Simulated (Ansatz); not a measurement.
## Au wire along [110], 14 atoms a period: bands along the axis

What gap, if any, does the Au wire along [110], 14 atoms a period have, and how many channels would it open?

Calculated with Ansatz 0.2.0; DFT PBE, plane waves, PAW; relaxation of a wire's period; PAW set soft_1, in the first sound run; inputs show where later runs differ.

## 1. Starting point

The cell holds 14 atoms: 14 Au. Its edges and angles: a = 15.120 Å, b = 15.625 Å, c = 2.942 Å, α = 90.0°, β = 90.0°, γ = 90.0°. Vacuum lies along a and b. The structure's axis is c.

## 2. The relaxed wire

Band widths follow the bond lengths, so the wire is relaxed first. The atoms and the third cell vector are free; the box across stays fixed as vacuum. A Fermi-Dirac smearing is set since the result may be a metal. The pressure printed is a third of the stress's trace over the whole box, vacuum included; only the stress along the axis is relaxed.

File input.yaml:

```yaml
crystal:
  lattice:
    - [15.12, 0.0, 0.0]
    - [0.0, 15.625, 0.0]
    - [0.0, 0.0, 2.9415642097]
  atoms:
    - { symbol: Au, position: [0.362433862, 0.688250274, 0.0] }
    - { symbol: Au, position: [0.362433862, 0.499990164, 0.0] }
    - { symbol: Au, position: [0.637566138, 0.688250274, 0.0] }
    - { symbol: Au, position: [0.637566138, 0.499990164, 0.0] }
    - { symbol: Au, position: [0.224867725, 0.405860109, 0.5] }
    - { symbol: Au, position: [0.224867725, 0.594120219, 0.5] }
    - { symbol: Au, position: [0.5, 0.2176, 0.5] }
    - { symbol: Au, position: [0.5, 0.405860109, 0.5] }
    - { symbol: Au, position: [0.5, 0.594120219, 0.5] }
    - { symbol: Au, position: [0.5, 0.782380328, 0.5] }
    - { symbol: Au, position: [0.775132275, 0.405860109, 0.5] }
    - { symbol: Au, position: [0.775132275, 0.594120219, 0.5] }
    - { symbol: Au, position: [0.362433862, 0.311730055, 0.0] }
    - { symbol: Au, position: [0.637566138, 0.311730055, 0.0] }
kpoints:
  mp_grid: { grid: [1, 1, 28] }
scf:
  occupations: { method: fermi_dirac, width: 0.05 }
hamiltonian:
  xc: pbe
  pseudopotentials: { kind: paw, azcp: { folder: soft_1 } }
relax:
  cell: { fix: [a, b, alpha, beta, gamma] }
  max_steps: 45
  f_tol: 0.03
```

Started as:

```bash
$ ansatz run input.yaml --threads 4 --pin off --max-ram 16384MiB --backend cpu --events-out ev --progress --plain --runs-dir out
```

Numbers of over 12 decimals in the logs are rounded to 6 here.

Output:

```text
Engine: ansatz 0.2.0, aarch64-unknown-linux-gnu
Pseudopotentials: kind: paw
Pseudopotential: Au, paw, valence charge 19, recommended cutoff 420 eV (normal), soft_1/Au.paw.azcp
Functional definition: PBE
  parameter kappa = 0.804
  parameter beta = 0.066725
  exchange = pbe_x(kappa = kappa, mu = beta*pi^2/3)
  correlation = pbe_c(beta = beta)
Crystal: 14 atoms, lattice volume = 694.945 Å³
Basis set: ecut = 420 eV, 13491 PW (Γ), exchange–correlation on 216×216×40 points (8 copies of the dense FFT grid, shifted against one another)
Bands: 160, of which v1, the nominal top of the filled ones, is band 133 counted from 1 (132 counted from 0)
Symmetry: 8 space group operations
Space group: Pmmm (ITA 47), of the structure as read, at distance tolerance 8.9e-5 Å
k-points: 15 of 28
Non-local potential: Au, projectors of the file, l = 0: 3, l = 1: 2, l = 2: 2, l = 3: 1
PAW form: soft (Blöchl's): semilocal exchange-correlation on the pseudo side does not see the compensation charge
PAW one-centre angular grid: Au, 590 points (default); XC on 64 Gauss nodes
Initial density: superposition of atomic densities (neutral atoms: chi_scale 0, normalization atom)
Initial wavefunctions: pseudopotential atomic-orbital guess
Functional: x = pbe(κ = 0.804, μ = 0.219515), c = pbe(β = 0.066725)
SCF iter   1: F=—  HF=-184114.134296 eV  |F-HF|=—  |Δ(HF+E_count)|=         —  Δρ=3.49e-2  dr2=1.05e1  ethr=3.10e-3  ⟨swp⟩=6.3  Hψ=9291  notcnv=0  defer=71
preconditioner: auto → LDOS  [metal: Δε(μ)=0.019 eV  Ē_g=7.487 eV  σ=0.050 eV  W_gap=0.10  n_scr=134 (ndim 8)  ℏωp=17.5 eV  f_vac=0.560  D(μ)=6.06/eV (n_scr^D=28)  β→1.0]
SCF iter   2: F=—  HF=-184114.391959 eV  |F-HF|=—  |Δ(HF+E_count)|=   2.58e-1  Δρ=3.66e-2  dr2=1.06e1  ethr=3.10e-3  ⟨swp⟩=3.0  Hψ=5279  notcnv=0  defer=260
SCF iter   3: F=—  HF=-184111.324780 eV  |F-HF|=—  |Δ(HF+E_count)|=    3.07e0  Δρ=3.38e-3  dr2=1.18e-1  ethr=3.10e-3  ⟨swp⟩=2.1  Hψ=4092  notcnv=0  defer=266
SCF iter   4: F=—  HF=-184111.320155 eV  |F-HF|=—  |Δ(HF+E_count)|=   4.63e-3  Δρ=1.61e-3  dr2=5.52e-2  ethr=4.43e-5  ⟨swp⟩=2.7  Hψ=4556  notcnv=0  defer=268
SCF iter   5: F=—  HF=-184111.311431 eV  |F-HF|=—  |Δ(HF+E_count)|=   8.72e-3  Δρ=4.66e-4  dr2=1.42e-3  ethr=2.08e-5  ⟨swp⟩=2.0  Hψ=3350  notcnv=0  defer=268
SCF iter   6: F=—  HF=-184111.312041 eV  |F-HF|=—  |Δ(HF+E_count)|=   6.10e-4  Δρ=9.76e-5  dr2=9.63e-5  ethr=5.34e-7  ⟨swp⟩=2.0  Hψ=3291  notcnv=0  defer=268
SCF iter   7: F=—  HF=-184111.312410 eV  |F-HF|=—  |Δ(HF+E_count)|=   3.69e-4  Δρ=3.20e-5  dr2=9.40e-6  ethr=3.62e-8  ⟨swp⟩=2.0  Hψ=3357  notcnv=0  defer=268
SCF iter   8: F=—  HF=-184111.312412 eV  |F-HF|=—  |Δ(HF+E_count)|=   1.71e-6  Δρ=1.24e-5  dr2=2.35e-6  ethr=3.53e-9  ⟨swp⟩=2.9  Hψ=4499  notcnv=0  defer=268
SCF iter   9: F=—  HF=-184111.312412 eV  |F-HF|=—  |Δ(HF+E_count)|=   8.02e-8  Δρ=3.93e-6  dr2=1.19e-7  ethr=8.83e-10  ⟨swp⟩=2.0  Hψ=3295  notcnv=0  defer=268
SCF iter  10: F=-184111.312412 eV  HF=-184111.312412 eV  |F-HF|=3.20e-9  |Δ(HF+E_count)|=   7.72e-8  Δρ=1.06e-6  dr2=1.17e-8  ethr=3.76e-11  ⟨swp⟩=5.0  Hψ=8298  notcnv=0
SCF 1 converged in 10 iterations: F = -184111.312412 eV  dr2 = 1.17e-8
  greatest PAW one-centre occupation: 1.000 electrons in one spin orbital (limit 2), on the Au atom at site 3 (counted from 0), in its partial waves of l = 0
relax step   1: F+E_penalty+E_count = -184111.31241227 eV  Δ(F+E_penalty+E_count) = +0.000e0 eV  max|allowed force component| = 5.419e-1 eV/Å  Δτ_max = 0.0000 Å  P = -2.145 GPa  Ω = 694.945 Å³  fix = [a, b, alpha, beta, gamma]  reactions: a -1.665, b -1.197 GPa  (10 SCF iters, dr2 threshold 1.00e-7 eV, accepted)
Crystal: 14 atoms, lattice volume = 661.247 Å³
Basis set: ecut = 420 eV, 12975 PW (Γ), exchange–correlation on 216×216×40 points (8 copies of the dense FFT grid, shifted against one another)
Initial density: handed on by an earlier stage of this run
Initial wavefunctions: those handed on with the density
iter 1 solved again at ethr=1.51e-4 eV; its pass at ethr=3.10e-3 eV (dr2=4.01e-1 eV) is discarded
SCF iter   1: F=—  HF=-184111.779815 eV  |F-HF|=—  |Δ(HF+E_count)|=         —  Δρ=6.41e-3  dr2=4.04e-1  ethr=1.51e-4  ⟨swp⟩=3.8  Hψ=13093  notcnv=0
preconditioner: auto → LDOS  [metal: Δε(μ)=0.060 eV  Ē_g=8.413 eV  σ=0.050 eV  W_gap=0.28  n_scr=118 (ndim 8)  ℏωp=17.9 eV  f_vac=0.567  D(μ)=5.99/eV (n_scr^D=32)  β→1.0]
SCF iter   2: F=—  HF=-184111.788538 eV  |F-HF|=—  |Δ(HF+E_count)|=   8.72e-3  Δρ=6.11e-3  dr2=3.99e-1  ethr=1.51e-4  ⟨swp⟩=3.8  Hψ=4807  notcnv=0
SCF iter   3: F=—  HF=-184111.695904 eV  |F-HF|=—  |Δ(HF+E_count)|=   9.26e-2  Δρ=5.70e-4  dr2=2.56e-3  ethr=1.50e-4  ⟨swp⟩=2.7  Hψ=3953  notcnv=0  defer=75
SCF iter   4: F=—  HF=-184111.695880 eV  |F-HF|=—  |Δ(HF+E_count)|=   2.39e-5  Δρ=2.58e-4  dr2=6.30e-4  ethr=9.64e-7  ⟨swp⟩=3.1  Hψ=5568  notcnv=0  defer=116
SCF iter   5: F=—  HF=-184111.696270 eV  |F-HF|=—  |Δ(HF+E_count)|=   3.90e-4  Δρ=7.46e-5  dr2=6.85e-5  ethr=2.37e-7  ⟨swp⟩=2.3  Hψ=4080  notcnv=0  defer=116
SCF iter   6: F=—  HF=-184111.696272 eV  |F-HF|=—  |Δ(HF+E_count)|=   2.40e-6  Δρ=2.89e-5  dr2=9.86e-6  ethr=2.57e-8  ⟨swp⟩=2.2  Hψ=3336  notcnv=0  defer=116
SCF iter   7: F=—  HF=-184111.696273 eV  |F-HF|=—  |Δ(HF+E_count)|=   4.14e-7  Δρ=1.04e-5  dr2=1.42e-6  ethr=3.71e-9  ⟨swp⟩=2.7  Hψ=3963  notcnv=0  defer=116
SCF iter   8: F=-184111.696273 eV  HF=-184111.696273 eV  |F-HF|=3.36e-8  |Δ(HF+E_count)|=   1.62e-8  Δρ=3.71e-6  dr2=1.11e-7  ethr=5.26e-10  ⟨swp⟩=4.7  Hψ=7872  notcnv=0
SCF 2 converged in 8 iterations: F = -184111.696273 eV  dr2 = 1.11e-7
  greatest PAW one-centre occupation: 1.000 electrons in one spin orbital (limit 2), on the Au atom at site 12 (counted from 0), in its partial waves of l = 0
relax step   2: F+E_penalty+E_count = -184111.69627278 eV  Δ(F+E_penalty+E_count) = -3.839e-1 eV  max|allowed force component| = 4.387e-1 eV/Å  Δτ_max = 0.1523 Å  P = +1.829 GPa  Ω = 661.247 Å³  energy of the carried Pulay correction = +4.201e-3 eV  fix = [a, b, alpha, beta, gamma]  reactions: a +2.006, b +2.032 GPa  (8 SCF iters, dr2 threshold 1.40e-6 eV, accepted)
Crystal: 14 atoms, lattice volume = 664.521 Å³
Basis set: ecut = 420 eV, 13015 PW (Γ), exchange–correlation on 216×216×40 points (8 copies of the dense FFT grid, shifted against one another)
iter 1 solved again at ethr=5.41e-5 eV; its pass at ethr=3.10e-3 eV (dr2=1.44e-1 eV) is discarded
SCF iter   1: F=—  HF=-184111.945141 eV  |F-HF|=—  |Δ(HF+E_count)|=         —  Δρ=3.90e-3  dr2=1.55e-1  ethr=5.41e-5  ⟨swp⟩=2.9  Hψ=11026  notcnv=0
preconditioner: auto → LDOS  [metal: Δε(μ)=0.023 eV  Ē_g=8.339 eV  σ=0.050 eV  W_gap=0.12  n_scr=118 (ndim 8)  ℏωp=17.9 eV  f_vac=0.558  D(μ)=6.15/eV (n_scr^D=32)  β→1.0]
SCF iter   2: F=—  HF=-184111.960824 eV  |F-HF|=—  |Δ(HF+E_count)|=   1.57e-2  Δρ=3.40e-3  dr2=2.29e-1  ethr=5.41e-5  ⟨swp⟩=2.7  Hψ=4500  notcnv=0
SCF iter   3: F=—  HF=-184111.914869 eV  |F-HF|=—  |Δ(HF+E_count)|=   4.60e-2  Δρ=4.36e-4  dr2=8.63e-4  ethr=5.41e-5  ⟨swp⟩=2.4  Hψ=4159  notcnv=0
SCF iter   4: F=—  HF=-184111.915333 eV  |F-HF|=—  |Δ(HF+E_count)|=   4.64e-4  Δρ=1.73e-4  dr2=2.89e-4  ethr=3.24e-7  ⟨swp⟩=2.5  Hψ=4740  notcnv=0
SCF iter   5: F=—  HF=-184111.915285 eV  |F-HF|=—  |Δ(HF+E_count)|=   4.80e-5  Δρ=4.04e-5  dr2=1.42e-5  ethr=1.09e-7  ⟨swp⟩=2.0  Hψ=3550  notcnv=0
SCF iter   6: F=—  HF=-184111.915284 eV  |F-HF|=—  |Δ(HF+E_count)|=   3.03e-7  Δρ=1.43e-5  dr2=2.51e-6  ethr=5.26e-10  ⟨swp⟩=5.1  Hψ=8778  notcnv=0
SCF iter   7: F=-184111.915285 eV  HF=-184111.915285 eV  |F-HF|=5.47e-8  |Δ(HF+E_count)|=   4.69e-7  Δρ=5.39e-6  dr2=2.65e-7  ethr=5.26e-10  ⟨swp⟩=4.5  Hψ=7623  notcnv=0
SCF 3 converged in 7 iterations: F = -184111.915285 eV  dr2 = 2.65e-7
  greatest PAW one-centre occupation: 1.000 electrons in one spin orbital (limit 2), on the Au atom at site 13 (counted from 0), in its partial waves of l = 0
relax step   3: F+E_penalty+E_count = -184111.91528463 eV  Δ(F+E_penalty+E_count) = -2.190e-1 eV  max|allowed force component| = 1.309e-1 eV/Å  Δτ_max = 0.1175 Å  P = +0.046 GPa  Ω = 664.521 Å³  energy of the carried Pulay correction = +3.778e-3 eV  fix = [a, b, alpha, beta, gamma]  reactions: a +0.197, b +0.373 GPa  (7 SCF iters, dr2 threshold 1.40e-6 eV, accepted)
Crystal: 14 atoms, lattice volume = 657.101 Å³
Basis set: ecut = 420 eV, 12895 PW (Γ), exchange–correlation on 216×216×40 points (8 copies of the dense FFT grid, shifted against one another)
iter 1 solved again at ethr=8.51e-5 eV; its pass at ethr=3.10e-3 eV (dr2=2.26e-1 eV) is discarded
SCF iter   1: F=—  HF=-184112.044797 eV  |F-HF|=—  |Δ(HF+E_count)|=         —  Δρ=6.07e-3  dr2=2.35e-1  ethr=8.51e-5  ⟨swp⟩=3.9  Hψ=12302  notcnv=0
preconditioner: auto → LDOS  [metal: Δε(μ)=0.045 eV  Ē_g=8.282 eV  σ=0.050 eV  W_gap=0.21  n_scr=118 (ndim 8)  ℏωp=18.0 eV  f_vac=0.550  D(μ)=4.51/eV (n_scr^D=20)  β→1.0]
SCF iter   2: F=—  HF=-184112.067896 eV  |F-HF|=—  |Δ(HF+E_count)|=   2.31e-2  Δρ=4.69e-3  dr2=3.49e-1  ethr=8.51e-5  ⟨swp⟩=2.9  Hψ=4766  notcnv=0
SCF iter   3: F=—  HF=-184111.978547 eV  |F-HF|=—  |Δ(HF+E_count)|=   8.93e-2  Δρ=7.47e-4  dr2=4.90e-3  ethr=8.51e-5  ⟨swp⟩=2.7  Hψ=4449  notcnv=0
SCF iter   4: F=—  HF=-184111.978246 eV  |F-HF|=—  |Δ(HF+E_count)|=   3.01e-4  Δρ=3.52e-4  dr2=2.11e-3  ethr=1.84e-6  ⟨swp⟩=2.1  Hψ=4447  notcnv=0  defer=1
SCF iter   5: F=—  HF=-184111.977811 eV  |F-HF|=—  |Δ(HF+E_count)|=   4.35e-4  Δρ=9.52e-5  dr2=7.75e-5  ethr=7.93e-7  ⟨swp⟩=2.0  Hψ=3687  notcnv=0  defer=1
SCF iter   6: F=—  HF=-184111.978277 eV  |F-HF|=—  |Δ(HF+E_count)|=   4.66e-4  Δρ=2.70e-5  dr2=9.34e-6  ethr=2.91e-8  ⟨swp⟩=2.8  Hψ=4210  notcnv=0  defer=1
SCF iter   7: F=-184111.978278 eV  HF=-184111.978277 eV  |F-HF|=9.67e-8  |Δ(HF+E_count)|=   9.33e-7  Δρ=9.98e-6  dr2=7.43e-7  ethr=4.03e-10  ⟨swp⟩=3.1  Hψ=9225  notcnv=0
SCF 4 converged in 7 iterations: F = -184111.978278 eV  dr2 = 7.43e-7
relax step   4: F+E_penalty+E_count = -184111.97827759 eV  Δ(F+E_penalty+E_count) = -6.299e-2 eV  max|allowed force component| = 4.300e-2 eV/Å  Δτ_max = 0.2000 Å  P = -0.055 GPa  Ω = 657.101 Å³  energy of the carried Pulay correction = +4.743e-3 eV  fix = [a, b, alpha, beta, gamma]  reactions: a -0.030, b +0.032 GPa  (7 SCF iters, dr2 threshold 1.07e-6 eV, accepted)
Crystal: 14 atoms, lattice volume = 656.052 Å³
iter 1 solved again at ethr=5.76e-6 eV; its pass at ethr=3.10e-3 eV (dr2=1.53e-2 eV) is discarded
SCF iter   1: F=—  HF=-184111.986376 eV  |F-HF|=—  |Δ(HF+E_count)|=         —  Δρ=1.67e-3  dr2=1.58e-2  ethr=5.76e-6  ⟨swp⟩=3.0  Hψ=10236  notcnv=0
preconditioner: auto → LDOS  [metal: Δε(μ)=0.069 eV  Ē_g=8.316 eV  σ=0.050 eV  W_gap=0.33  n_scr=118 (ndim 8)  ℏωp=18.0 eV  f_vac=0.550  D(μ)=4.45/eV (n_scr^D=20)  β→1.0]
SCF iter   2: F=—  HF=-184111.986767 eV  |F-HF|=—  |Δ(HF+E_count)|=   3.92e-4  Δρ=1.23e-3  dr2=1.64e-2  ethr=5.76e-6  ⟨swp⟩=2.5  Hψ=4544  notcnv=0
SCF iter   3: F=—  HF=-184111.981846 eV  |F-HF|=—  |Δ(HF+E_count)|=   4.92e-3  Δρ=1.99e-4  dr2=3.37e-4  ethr=5.76e-6  ⟨swp⟩=2.0  Hψ=4372  notcnv=0
SCF iter   4: F=—  HF=-184111.981809 eV  |F-HF|=—  |Δ(HF+E_count)|=   3.73e-5  Δρ=6.34e-5  dr2=4.51e-5  ethr=1.27e-7  ⟨swp⟩=2.1  Hψ=3763  notcnv=0
SCF iter   5: F=—  HF=-184111.982278 eV  |F-HF|=—  |Δ(HF+E_count)|=   4.70e-4  Δρ=1.50e-5  dr2=2.48e-6  ethr=1.70e-8  ⟨swp⟩=2.4  Hψ=3613  notcnv=0
SCF iter   6: F=—  HF=-184111.982278 eV  |F-HF|=—  |Δ(HF+E_count)|=   4.16e-7  Δρ=4.45e-6  dr2=1.29e-7  ethr=9.33e-10  ⟨swp⟩=3.3  Hψ=4554  notcnv=0
SCF iter   7: F=-184111.982278 eV  HF=-184111.982278 eV  |F-HF|=9.81e-9  |Δ(HF+E_count)|=   8.77e-8  Δρ=1.85e-6  dr2=3.70e-8  ethr=4.35e-11  ⟨swp⟩=4.5  Hψ=8080  notcnv=0
SCF 5 converged in 7 iterations: F = -184111.982278 eV  dr2 = 3.70e-8
relax step   5: F+E_penalty+E_count = -184111.98227813 eV  Δ(F+E_penalty+E_count) = -4.001e-3 eV  max|allowed force component| = 2.635e-2 eV/Å  Δτ_max = 0.0501 Å  P = -0.016 GPa  Ω = 656.052 Å³  energy of the carried Pulay correction = +4.881e-3 eV  fix = [a, b, alpha, beta, gamma]  reactions: a -0.020, b -0.001 GPa  (7 SCF iters, dr2 threshold 1.16e-7 eV, accepted)
Initial wavefunctions: pseudopotential atomic-orbital guess (no wavefunctions were taken with the density)
iter 1 solved again at ethr=3.25e-7 eV; its pass at ethr=3.10e-3 eV (dr2=8.64e-4 eV) is discarded
SCF iter   1: F=—  HF=-184111.976729 eV  |F-HF|=—  |Δ(HF+E_count)|=         —  Δρ=1.02e-4  dr2=1.08e-5  ethr=3.25e-7  ⟨swp⟩=4.9  Hψ=18158  notcnv=0
preconditioner: auto → LDOS  [metal: Δε(μ)=0.067 eV  Ē_g=8.318 eV  σ=0.050 eV  W_gap=0.32  n_scr=118 (ndim 8)  ℏωp=18.0 eV  f_vac=0.550  D(μ)=4.47/eV (n_scr^D=20)  β→1.0]
SCF iter   2: F=—  HF=-184111.977219 eV  |F-HF|=—  |Δ(HF+E_count)|=   4.90e-4  Δρ=2.50e-5  dr2=2.76e-6  ethr=4.04e-9  ⟨swp⟩=2.3  Hψ=4487  notcnv=0
SCF iter   3: F=—  HF=-184111.977218 eV  |F-HF|=—  |Δ(HF+E_count)|=   6.73e-7  Δρ=1.35e-5  dr2=1.29e-6  ethr=1.04e-9  ⟨swp⟩=2.6  Hψ=4461  notcnv=0
SCF iter   4: F=—  HF=-184111.977218 eV  |F-HF|=—  |Δ(HF+E_count)|=   3.36e-7  Δρ=3.61e-6  dr2=8.16e-8  ethr=4.86e-10  ⟨swp⟩=2.0  Hψ=3514  notcnv=0
SCF iter   5: F=—  HF=-184111.977218 eV  |F-HF|=—  |Δ(HF+E_count)|=   2.18e-8  Δρ=9.28e-7  dr2=1.40e-8  ethr=3.07e-11  ⟨swp⟩=2.1  Hψ=4210  notcnv=0
SCF iter   6: F=—  HF=-184111.977218 eV  |F-HF|=—  |Δ(HF+E_count)|=   2.97e-9  Δρ=2.38e-7  dr2=3.93e-10  ethr=5.25e-12  ⟨swp⟩=2.0  Hψ=3546  notcnv=0
SCF iter   7: F=-184111.977218 eV  HF=-184111.977218 eV  |F-HF|=8.73e-11  |Δ(HF+E_count)|=  5.82e-11  Δρ=5.44e-8  dr2=3.92e-11  ethr=1.00e-12  ⟨swp⟩=5.0  Hψ=8745  notcnv=0
SCF 6 converged in 7 iterations: F = -184111.977218 eV  dr2 = 3.92e-11
relax step   6: F+E_penalty+E_count = -184111.97721795 eV  Δ(F+E_penalty+E_count) = +5.060e-3 eV  max|allowed force component| = 2.643e-2 eV/Å  Δτ_max = 0.0000 Å  P = -0.017 GPa  Ω = 656.052 Å³  fix = [a, b, alpha, beta, gamma]  reactions: a -0.019, b -0.002 GPa  stress off target by 2.90e-2 GPa on what of the cell is left free  SCF on the basis re-selected at this cell (its energy is not comparable with the rows above)  (7 SCF iters)
basis re-selected at this cell: Δ(F+E_penalty+E_count) = +5.060e-3 eV, ΔP = -0.000 GPa vs the last step (what re-selecting the basis moved, of the pressure what is left beyond the Pulay correction that the steps carried, after the strain that the cell walked since its last selection, with what the two solves' SCF thresholds leave and, on support functions, any second-order correction that the steps lacked; it is no m [...]
SCF converged after 7 iterations
Free energy (F): -184111.977218 eV
Harris-Foulkes:  -184111.977218 eV  (|F-HF|=8.73e-11)
Internal energy: -184111.939371 eV  (E = F + TS)
E sigma→0 (E₀):  -184111.958295 eV
Entropy (-TS):   -0.037847 eV (-2.703 meV/atom)
Fermi energy:    4.060549 eV
--- Per-component energies (eV) ---
  E_band       = -7139.326564
  E_kinetic    = 8088.161329
  E_local      = -174719.134783  (includes V_loc(G=0)·N_el)
  E_nonlocal   = 1374.110482
  E_hartree    = 83659.438921
  E_xc         = -3003.775141
  E_vxc        = -3645.242409  (∫ρ·V_xc dr)
  E_paw        = -136247.032881  (= ΣΔE_a)
  E_vpaw       = -5556.121060  (= ΣTr[D̂ρ^β])
  E_aug_tail   = 0.022910  (compensation charges beyond the density's cutoff)
  E_ewald      = 36736.269792
  E_smearing   = -0.037847  (= −TS)
  E_closure    = -0.000000  (closes the sum)
  Σ components = -184111.977218   (vs F -184111.977218, Δ=0.00e0)
--- Forces (eV/Å), atoms counted from 1 ---
  atom   1  Au    -0.00618153    -0.00474684    -0.00000000
  atom   2  Au     0.02643019     0.00000000     0.00000000
  atom   3  Au     0.00618153    -0.00474684     0.00000000
  atom   4  Au    -0.02643019    -0.00000000    -0.00000000
  atom   5  Au     0.00404525     0.00033603     0.00000000
  atom   6  Au     0.00404525    -0.00033603     0.00000000
  atom   7  Au     0.00000000    -0.00178929    -0.00000000
  atom   8  Au     0.00000000     0.02140994     0.00000000
  atom   9  Au     0.00000000    -0.02140994    -0.00000000
  atom  10  Au    -0.00000000     0.00178929     0.00000000
  atom  11  Au    -0.00404525     0.00033603    -0.00000000
  atom  12  Au    -0.00404525    -0.00033603    -0.00000000
  atom  13  Au    -0.00618153     0.00474684    -0.00000000
  atom  14  Au     0.00618153     0.00474684     0.00000000
  max |Σ_I F_I| component: 3.47e-18 eV/Å
--- Stress (GPa, compression-positive) ---
       -0.018949      -0.000000      -0.000000
       -0.000000      -0.001794       0.000000
       -0.000000       0.000000      -0.028999
  P = ⅓ Tr σ = -0.0166 GPa (-0.166 kbar)
--- Relaxed structure (5 steps of the walk, 5 accepted, 1 SCFs on fresh bases) ---
  F+E_penalty+E_count = -184111.97721795 eV   max|allowed force component| = 2.643e-2 eV/Å   (the final SCF, on the basis selected at the relaxed cell)
  cell:  # Å, volume = 656.0516 Å³
    - [15.12, 0, 0]
    - [0, 15.625, 0]
    - [0, 0, 2.776938]
  atoms:
    - { symbol: Au, position: [0.353044, 0.705471, 2.6792617386693164e-18] }
    - { symbol: Au, position: [0.363912, 0.5, -4.218848285825759e-19] }
    - { symbol: Au, position: [0.646956, 0.705471, -2.6792617386693153e-18] }
    - { symbol: Au, position: [0.636088, 0.5, 4.218848285825756e-19] }
    - { symbol: Au, position: [0.231943, 0.402543, 0.5] }
    - { symbol: Au, position: [0.231943, 0.597457, 0.5] }
    - { symbol: Au, position: [0.500000, 0.224915, 0.5] }
    - { symbol: Au, position: [0.500000, 0.405570, 0.5] }
    - { symbol: Au, position: [0.500000, 0.594430, 0.5] }
    - { symbol: Au, position: [0.500000, 0.775085, 0.5] }
    - { symbol: Au, position: [0.768057, 0.402543, 0.5] }
    - { symbol: Au, position: [0.768057, 0.597457, 0.5] }
    - { symbol: Au, position: [0.353044, 0.294529, 2.6792617386693153e-18] }
    - { symbol: Au, position: [0.646956, 0.294529, -2.6792617386693164e-18] }
```

The job ended after 2.9 min (4 threads of Arm Neoverse V2, shared host; peak memory 2.7 GiB).

(Part 1 of 2 ends here.)

[Logs are printed without paths, hosts, clocks, repeated set-up lines and the standing remarks that a program may print on its own settings, such as how far it seeks lower states.]

[Hosts, paths, dates, database ids (printed as entryN), source tags and the programs' standing remarks are cut or masked in the printed files.]
